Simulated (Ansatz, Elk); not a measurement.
# How far do independent atoms describe TiBe4Cd?

The structure of TiBe4Cd used here is made up (a known structure type with other elements) and was relaxed beforehand with r2SCAN. The aim is the Fourier transform of its all-electron density, F(hkl), set beside the sum over free spherical atoms that refinements use.

Main program and level: Elk 11.2.3 (patched build); DFT, PBE, all-electron APW+lo, Dirac cores, scalar-relativistic bands, static density, no spin.

The structure was built from a prototype and need not be the compound's stable phase.

## (1) Starting point

The structure is cubic, space group F-43m (No. 216). Conventional cell: a = 6.509 Å, b = 6.509 Å, c = 6.509 Å, α = 90.00°, β = 90.00°, γ = 90.00°. Nearest to Cd lie 12 Be at 2.71 Å and 4 Ti at 2.82 Å. Nearest to Ti lie 12 Be at 2.69 Å and 4 Cd at 2.82 Å. Be has 6 Be at 2.20 to 2.40 Å and 3 Ti at 2.69 Å and 3 Cd at 2.71 Å nearest. Farther neighbours are not listed.

## (2) Ground state and structure factors

An all-electron density is needed, since X-rays see the cores too. Task 0 finds the density and task 195 Fourier-transforms it; tshift is off so that phases refer to the origin typed.

Contents of elk.in:

```
tasks
  0
  195

xctype
  20

spinpol
  .false.

rgkmax
  7.0

gmaxvr
  14.0

lmaxo
  7

lmaxapw
  8

swidth
  0.002

tshift
  .false.

ramdisk
  .false.

hmaxvr
  5.5

maxscl
  120

epspot
  1e-06

sppath
  './'

avec
  0.00000000000 6.15042456964 6.15042456964
  6.15042456964 0.00000000000 6.15042456964
  6.15042456964 6.15042456964 0.00000000000

atoms
  3
  'Cd.in'
  1
  0.7500000000 0.7500000000 0.7500000000   0.000000 0.000000 0.000000
  'Ti.in'
  1
  0.0000000000 -0.0000000000 0.0000000000   0.000000 0.000000 0.000000
  'Be.in'
  4
  0.3695239617 0.3695239617 0.8914281148   0.000000 0.000000 0.000000
  0.3695239617 0.8914281148 0.3695239617   0.000000 0.000000 0.000000
  0.3695239617 0.3695239617 0.3695239617   0.000000 0.000000 0.000000
  0.8914281148 0.3695239617 0.3695239617   0.000000 0.000000 0.000000

ngridk
  6 6 6
```

Launch:

```sh
> OMP_NUM_THREADS=4 elk
```

Numbers of over 12 decimals in the logs are rounded to 6 here.

What it wrote:

```text
┌─────────────────────────┐
│ Elk code version 11.2.3 │
└─────────────────────────┘

All units are atomic (Hartree, Bohr, etc.)

┌─────────────────────────────────────────────────┐
│ Ground-state run starting from atomic densities │
└─────────────────────────────────────────────────┘

Lattice vectors :
   0.000000000       6.150424570       6.150424570
   6.150424570       0.000000000       6.150424570
   6.150424570       6.150424570       0.000000000

Reciprocal lattice vectors :
 -0.5107928108      0.5107928108      0.5107928108
  0.5107928108     -0.5107928108      0.5107928108
  0.5107928108      0.5107928108     -0.5107928108

Unit cell volume      :    465.3131064
Brillouin zone volume :   0.5330823698

Muffin-tin inner radius fraction :   0.1000000000E-01

Nuclei treated as point charges

Species : 1 (Cd)
 parameters loaded from : Cd.in
 name : cadmium
 nuclear charge    :   -48.00000000
 electronic charge :    48.00000000
 atomic mass :    204912.7176
 muffin-tin radius :    2.600000000
 number of radial points in muffin-tin :   1193
 inner part over the whole radius :   0.9972693929E-02
 number on inner part of muffin-tin    :    850
 approximate nuclear radius :   0.8708852602E-04
 number of mesh points to nuclear radius :    426
 atomic positions (lattice), magnetic fields (Cartesian) :
  1 :   0.75000000  0.75000000  0.75000000    0.00000000  0.00000000  0.00000000

Species : 2 (Ti)
 parameters loaded from : Ti.in
 name : titanium
 nuclear charge    :   -22.00000000
 electronic charge :    22.00000000
 atomic mass :    87256.20317
 muffin-tin radius :    2.400000000
 number of radial points in muffin-tin :    993
 inner part over the whole radius :   0.9985722337E-02
 number on inner part of muffin-tin    :    699
 approximate nuclear radius :   0.6805665174E-04
 number of mesh points to nuclear radius :    325
 atomic positions (lattice), magnetic fields (Cartesian) :
  1 :   0.00000000  0.00000000  0.00000000    0.00000000  0.00000000  0.00000000

Species : 3 (Be)
 parameters loaded from : Be.in
 name : beryllium
 nuclear charge    :   -4.000000000
 electronic charge :    4.000000000
 atomic mass :    16428.20280
 muffin-tin radius :    1.800000000
 number of radial points in muffin-tin :    593
 inner part over the whole radius :   0.9826427374E-02
 number on inner part of muffin-tin    :    403
 approximate nuclear radius :   0.4290726161E-04
 number of mesh points to nuclear radius :    156
 atomic positions (lattice), magnetic fields (Cartesian) :
  1 :   0.36952396  0.36952396  0.89142811    0.00000000  0.00000000  0.00000000
  2 :   0.36952396  0.89142811  0.36952396    0.00000000  0.00000000  0.00000000
  3 :   0.36952396  0.36952396  0.36952396    0.00000000  0.00000000  0.00000000
  4 :   0.89142811  0.36952396  0.36952396    0.00000000  0.00000000  0.00000000

Total number of atoms per unit cell :    6
Total muffin-tin volume :    229.2441103
 ratio of muffin-tin to unit cell volume :   0.4926663513

Spin treatment :
 spin-unpolarised

Number of Bravais lattice symmetries :   48
Number of crystal symmetries         :   24
Crystal has no inversion symmetry
Complex Hermitian eigensolver will be used

k-point grid :      6     6     6
k-point offset :    0.000000000       0.000000000       0.000000000
k-point set is reduced with full crystal symmetry group
Total number of k-points :       22

Muffin-tin radius times maximum |G+k| :    7.000000000
 using average radius
Maximum |G+k| for APW functions       :    3.442622951
Maximum (1/2)|G+k|²                   :    5.925826391
Maximum |G| for potential and density :    14.00000000
Constant for pseudocharge density :    9
 order of it for each species :   16  16  16
 order of it for pair densities of each species (exact exchange by exxq0 0: 17) :   16  14   6
Radial integration step length :    1

G-vector grid sizes :     40    40    40
Number of G-vectors :    21595

Maximum angular momentum used for
 APW functions            :    8
[...]
electron entropic           :    -0.59238784025596E-03
 total energy                :     -6513.4138242102

Density of states at Fermi energy :    44.23098989
 (states/Hartree/unit cell)

Estimated indirect band gap :   0.6645160223E-02
 from k-point 12 to k-point 16
Estimated direct band gap   :   0.2897888257E-01
 at k-point 13

Charges :
 core                        :    48.00000000
 valence                     :    38.00000000
 interstitial                :    7.896862713
 muffin-tins (core leakage)
  species : 1 (Cd)
[...]
species : 2 (Ti)
[...]
species : 3 (Be)
[...]
total in muffin-tins        :    78.10313729
 total calculated charge     :    85.99501264
 total charge                :    86.00000000
 error                       :   0.4987362995E-02

RMS change in Kohn-Sham potential (target) :    6.115958130     (  0.1000000000E-05)
Absolute change in total energy (target)   :    3.925286956     (  0.1000000000E-03)

[... loops 3 to 17 left out ...]

┌──────────────────┐
│ Loop number : 18 │
└──────────────────┘

Energies :
 Fermi                       :     0.274975
 sum of occupied eigenvalues :     -3882.5911871260
 electron kinetic            :      6787.8071420893
 core electron kinetic       :      6528.6335025561
 Coulomb                     :     -13088.101785759
 Coulomb potential           :     -10398.874005521
 nuclear-nuclear             :     -681.19369954474
 electron-nuclear            :     -14430.131874276
 Hartree                     :      2023.2237880616
 Madelung                    :     -7888.6647829984
 xc potential                :     -271.52432369446
 exchange                    :     -204.50735841047
 correlation                 :     -4.097046
 electron entropic           :    -0.86999521750670E-03
 total energy                :     -6508.8999178338

Density of states at Fermi energy :    68.54609460
 (states/Hartree/unit cell)

Estimated indirect band gap :   0.2495088216E-02
 from k-point 22 to k-point 16
Estimated direct band gap   :   0.1480701997E-01
 at k-point 21

Charges :
 core                        :    48.00000000
 valence                     :    38.00000000
 interstitial                :    7.435309719
 muffin-tins (core leakage)
  species : 1 (Cd)
[...]
species : 2 (Ti)
[...]
species : 3 (Be)
[...]
total in muffin-tins        :    78.56469028
 total calculated charge     :    85.99509053
 total charge                :    86.00000000
 error                       :   0.4909466733E-02

RMS change in Kohn-Sham potential (target) :   0.3229352896E-06 (  0.1000000000E-05)
Absolute change in total energy (target)   :   0.3375427696E-05 (  0.1000000000E-03)

Convergence targets achieved

┌──────────────────┐
│ Loop number : 19 │
└──────────────────┘

Energies :
 Fermi                       :     0.274975
 sum of occupied eigenvalues :     -3882.5911875483
 electron kinetic            :      6787.8071423483
 core electron kinetic       :      6528.6335021930
 Coulomb                     :     -13088.101786015
 Coulomb potential           :     -10398.874003993
 nuclear-nuclear             :     -681.19369954474
 electron-nuclear            :     -14430.131876374
 Hartree                     :      2023.2237899042
 Madelung                    :     -7888.6647840182
 xc potential                :     -271.52432590334
 exchange                    :     -204.50735851905
 correlation                 :     -4.097046
 electron entropic           :    -0.86999523047443E-03
 total energy                :     -6508.8999179401

Density of states at Fermi energy :    68.54609347
 (states/Hartree/unit cell)

Estimated indirect band gap :   0.2495085364E-02
 from k-point 22 to k-point 16
Estimated direct band gap   :   0.1480701718E-01
 at k-point 21

Charges :
 core                        :    48.00000000
 valence                     :    38.00000000
 interstitial                :    7.435309579
 muffin-tins (core leakage)
  species : 1 (Cd)
[...]
species : 2 (Ti)
[...]
species : 3 (Be)
[...]
atom 2                    :    2.819069646     (  0.1151486515E-02)
   atom 3                    :    2.819069646     (  0.1151486515E-02)
   atom 4                    :    2.819069646     (  0.1151486515E-02)
 total in muffin-tins        :    78.56469042
 total calculated charge     :    85.99509053
 total charge                :    86.00000000
 error                       :   0.4909466716E-02

┌──────────────────────────────┐
│ Self-consistent loop stopped │
└──────────────────────────────┘

Warning : core states of species 1 leak from the muffin-tin :   0.2453458034E-03

Warning : core states of species 3 leak from the muffin-tin :   0.1151486515E-02

Wrote STATE.OUT
```

It took 28 s on 4 threads of Arm Neoverse V2, shared host; peak memory 0.16 GiB; 82 s of CPU time.

SFACRHO.OUT:

```text

h k l indices transformed by vhmat matrix:
   1.000000000       0.000000000       0.000000000    
   0.000000000       1.000000000       0.000000000    
   0.000000000       0.000000000       1.000000000    

      h      k      l  multipl.   |H|            Re(F)            Im(F)           |F|

      0      0      0      1   0.0000000       85.999999      0.95819987E-17   85.999999    
      0      1      0      4  0.88471910       14.769449      -38.296034       41.045375    
      0      0     -1      4  0.88471910       14.769449       38.296034       41.045375    
      0     -1     -1      6   1.0215856      -24.846852     -0.20648716E-09   24.846852    
      2      1      1     12   1.4447402       53.181341     -0.53093802E-10   53.181341    
      0     -1     -2     12   1.6941081       16.931516      -38.090490       41.684070    
     -1     -1      1     12   1.6941081       16.931516       38.090490       41.684070    
     -2      0      0      4   1.7694382      -20.912625       6.9192580       22.027574    
      0      0      2      4   1.7694382      -20.912625      -6.9192580       22.027574    
      0      2      2      6   2.0431712       39.223319      0.41988405E-08   39.223319    
     -1      2      0     12   2.2264942       9.6521367      -29.577636       31.112703    
      0      1     -2     12   2.2264942       9.6521367       29.577636       31.112703    
     -1     -2     -3     24   2.2843349      -18.477484      0.42703113E-09   18.477484    
      2      3      3     12   2.5023635       40.867623     -0.86434030       40.876763    
     -3     -2     -3     12   2.5023635       40.867623      0.86434030       40.876763    
      3      1      3     12   2.6541573       12.531926       31.208568       33.630699    
      3      0      2     12   2.6541573       12.531926      -31.208568       33.630699    
      0      3      0      4   2.6541573       13.704314       30.077426       33.052379
```

Elk indexes on the primitive cell of elk.in and gives |H| = 4π sin θ/λ in inverse bohr. Below, one row stands for each form hkl of the conventional cell (m members, Friedel mates merged), F is for one primitive cell and the density is static (no thermal factor). Free-atom factors are Waasmaier and Kirfel's, and R is Σm||F|−|F'||/Σm|F|.

```
hkl   m  sin θ/λ (Å⁻¹)  abs F, DFT  neutral atoms   diff.  abs of complex diff.
111   8          0.133      41.045         41.535  -0.490                 0.500
200   6          0.154      24.847         24.860  -0.013                 0.013
220  12          0.217      53.181         53.469  -0.287                 0.287
311  24          0.255      41.684         41.810  -0.126                 0.147
222   8          0.266      22.028         22.136  -0.109                 0.153
400   6          0.307      39.223         39.230  -0.007                 0.007
331  24          0.335      31.113         31.109  +0.003                 0.011
420  24          0.344      18.477         18.498  -0.020                 0.020
422  24          0.376      40.877         40.843  +0.034                 0.036
511  24          0.399      33.631         33.585  +0.046                 0.048
333   8          0.399      33.052         33.021  +0.032                 0.044
440  12          0.434      43.070         43.018  +0.051                 0.051
531  48          0.454      25.554         25.483  +0.071                 0.072
442  24          0.461      16.784         16.742  +0.042                 0.046
600   6          0.461      15.232         15.190  +0.042                 0.042
620  24          0.486      34.608         34.502  +0.105                 0.105
533  24          0.504      28.669         28.604  +0.064                 0.068
622  24          0.509      16.342         16.323  +0.019                 0.071
444   8          0.532      27.559         27.444  +0.115                 0.116
551  24          0.549      22.211         22.110  +0.101                 0.101
711  24          0.549      22.958         22.870  +0.088                 0.095
640  24          0.554      15.783         15.766  +0.018                 0.018
```

## (3) The highest occupied states alone

An energy window below the Fermi level keeps the highest occupied states, to see at which angles they scatter; shallow core shells can lie inside it and anion s states outside. No new self-consistency is needed.

elk.in: that of step 2 with these lines changed.

```diff
@@ -1,3 +1,2 @@
 tasks
-  0
   195
@@ -40,2 +39,5 @@
 
+wsfac
+  -0.092520 0.574980
+
 sppath
```

Launch:

```sh
> OMP_NUM_THREADS=4 elk
```

What it wrote:

```text
┌─────────────────────────────────┐
│ Elk code version 11.2.3 started │
└─────────────────────────────────┘

Info(readinput): the functional depends on the density's gradient
 muffin-tin radial points multiplied by    2.00000
 (not where nrmtscf is given)

┌────────────────────┐
│ Current task : 195 │
└────────────────────┘

Info(sfacrho): density structure factors written to SFACRHO.OUT

 Energy window :  -0.9252000000E-01  0.5749800000

┌──────────────────┐
│ Elk code stopped │
└──────────────────┘
```

Run time: 7.1 s. Hardware: 4 threads; peak memory 0.16 GiB.

States within 10 eV below the Fermi level hold 24.00 electrons; any levels below the window count with the cores. Their amplitudes can exceed the total, where window and core parts have opposite phase:

```csv
hkl,sin θ/λ (Å⁻¹),"abs F, window","abs F, all"
111,0.133,6.690,41.045
200,0.154,6.244,24.847
220,0.217,5.733,53.181
311,0.255,4.058,41.684
222,0.266,3.106,22.028
400,0.307,3.309,39.223
331,0.335,2.261,31.113
420,0.344,1.648,18.477
422,0.376,1.782,40.877
511,0.399,1.172,33.631
```

## (4) Another functional

The difference from free atoms is small, so it is set against the change that LDA (Perdew-Wang) makes.

elk.in: that of step 3 with these lines changed.

```diff
@@ -1,2 +1,3 @@
 tasks
+  0
   195
@@ -4,3 +5,3 @@
 xctype
-  20
+  3
 
@@ -39,5 +40,2 @@
 
-wsfac
-  -0.092520 0.574980
-
 sppath
```

Launch:

```sh
> OMP_NUM_THREADS=4 elk
```

What it wrote:

```text
┌─────────────────────────┐
│ Elk code version 11.2.3 │
└─────────────────────────┘

All units are atomic (Hartree, Bohr, etc.)

┌─────────────────────────────────────────────────┐
│ Ground-state run starting from atomic densities │
└─────────────────────────────────────────────────┘

Lattice vectors :
   0.000000000       6.150424570       6.150424570
   6.150424570       0.000000000       6.150424570
   6.150424570       6.150424570       0.000000000

Reciprocal lattice vectors :
 -0.5107928108      0.5107928108      0.5107928108
[...]
species : 3 (Be)
[...]
atom 3                    :    2.821094848     (  0.1252997807E-02)
   atom 4                    :    2.821094848     (  0.1252997807E-02)
 total in muffin-tins        :    78.62748996
 total calculated charge     :    85.99468499
 total charge                :    86.00000000
 error                       :   0.5315010865E-02

┌──────────────────────────────┐
│ Self-consistent loop stopped │
└──────────────────────────────┘

Warning : core states of species 1 leak from the muffin-tin :   0.2457945587E-03

Warning : core states of species 3 leak from the muffin-tin :   0.1252997807E-02

Wrote STATE.OUT
[key lines of the parts left out:]
total energy                :     -6501.4138821592
```

Run time: 18 s. Hardware: 4 threads; peak memory 0.16 GiB.

Against the first run R = 0.07 %; the largest change is +0.056 at 444.

## (5) A coarser k-mesh

About half the k-points along each axis test the sampling.

elk.in: that of step 4 with these lines changed.

```diff
@@ -5,3 +5,3 @@
 xctype
-  3
+  20
 
@@ -64,2 +64,2 @@
 ngridk
-  6 6 6
+  3 3 3
```

Launch:

```sh
> OMP_NUM_THREADS=4 elk
```

What it wrote:

```text
┌─────────────────────────┐
│ Elk code version 11.2.3 │
└─────────────────────────┘

All units are atomic (Hartree, Bohr, etc.)

┌─────────────────────────────────────────────────┐
│ Ground-state run starting from atomic densities │
└─────────────────────────────────────────────────┘

Lattice vectors :
   0.000000000       6.150424570       6.150424570
   6.150424570       0.000000000       6.150424570
   6.150424570       6.150424570       0.000000000

Reciprocal lattice vectors :
 -0.5107928108      0.5107928108      0.5107928108
[...]
species : 3 (Be)
[...]
atom 3                    :    2.818534553     (  0.1151564130E-02)
   atom 4                    :    2.818534553     (  0.1151564130E-02)
 total in muffin-tins        :    78.57643375
 total calculated charge     :    85.99509302
 total charge                :    86.00000000
 error                       :   0.4906984943E-02

┌──────────────────────────────┐
│ Self-consistent loop stopped │
└──────────────────────────────┘

Warning : core states of species 1 leak from the muffin-tin :   0.2451251979E-03

Warning : core states of species 3 leak from the muffin-tin :   0.1151564130E-02

Wrote STATE.OUT
[key lines of the parts left out:]
total energy                :     -6508.9030545549
```

It took 15 s on 4 threads; peak memory 0.16 GiB.

Against the first run R = 0.01 %; the largest change is +0.010 at 600.

## (6) Settings against the effect

```
              run  R against the first run (%)  R against neutral atoms, low angle (%)  wall time
    PBE, rgkmax 7                         0.00                                    0.49       28 s
LDA (Perdew-Wang)                         0.07                                    0.53       18 s
     k-mesh 3×3×3                         0.01                                    0.49       15 s
```

## (7) Summary of results

| Property | Result |
| --- | --- |
| R against neutral atoms, sin θ/λ < 0.3 Å⁻¹ | 0.49 % |
| R against neutral atoms, 0.3 to 0.82 Å⁻¹ | 0.21 % |

**Reading.** Independent neutral atoms miss the calculated amplitudes by R = 0.49 % below 0.3 Å⁻¹ and 0.21 % from there to 0.82 Å⁻¹; by shells, 1.19 % below 0.15 Å⁻¹ (1 form), 0.38 % 0.15 to 0.3 (4 forms), 0.08 % 0.3 to 0.45 (7 forms), 0.23 % above 0.45 (41 forms). Bonding, aspherical density and the tables' own atoms all enter these figures, and the runs don't part them. The largest change of an amplitude is -0.49 electrons, at 111. R counts amplitudes alone; phases shift too. The window's part falls from 24.0 electrons at the origin to at most 0.61 between 0.45 and 0.82 Å⁻¹. Below 0.3 Å⁻¹ the changes that finished (LDA (Perdew-Wang) and k-mesh 3×3×3) move F by R = 0.04 % at most, against the 0.49 % that separates it from free atoms. The basis has no finished test. These runs have no spin, though d or f shells may be open. Part of the difference isn't bonding: the tables are fits to free atoms and ions calculated by other methods than this functional. Thermal motion, anomalous dispersion and extinction are left out.

[Logs are printed without paths, hosts, clocks, repeated set-up lines and the standing remarks that a program may print on its own settings, such as how far it seeks lower states.]

[Hosts, paths, dates, database ids (printed as entryN), source tags and the programs' standing remarks are cut or masked in the printed files.]
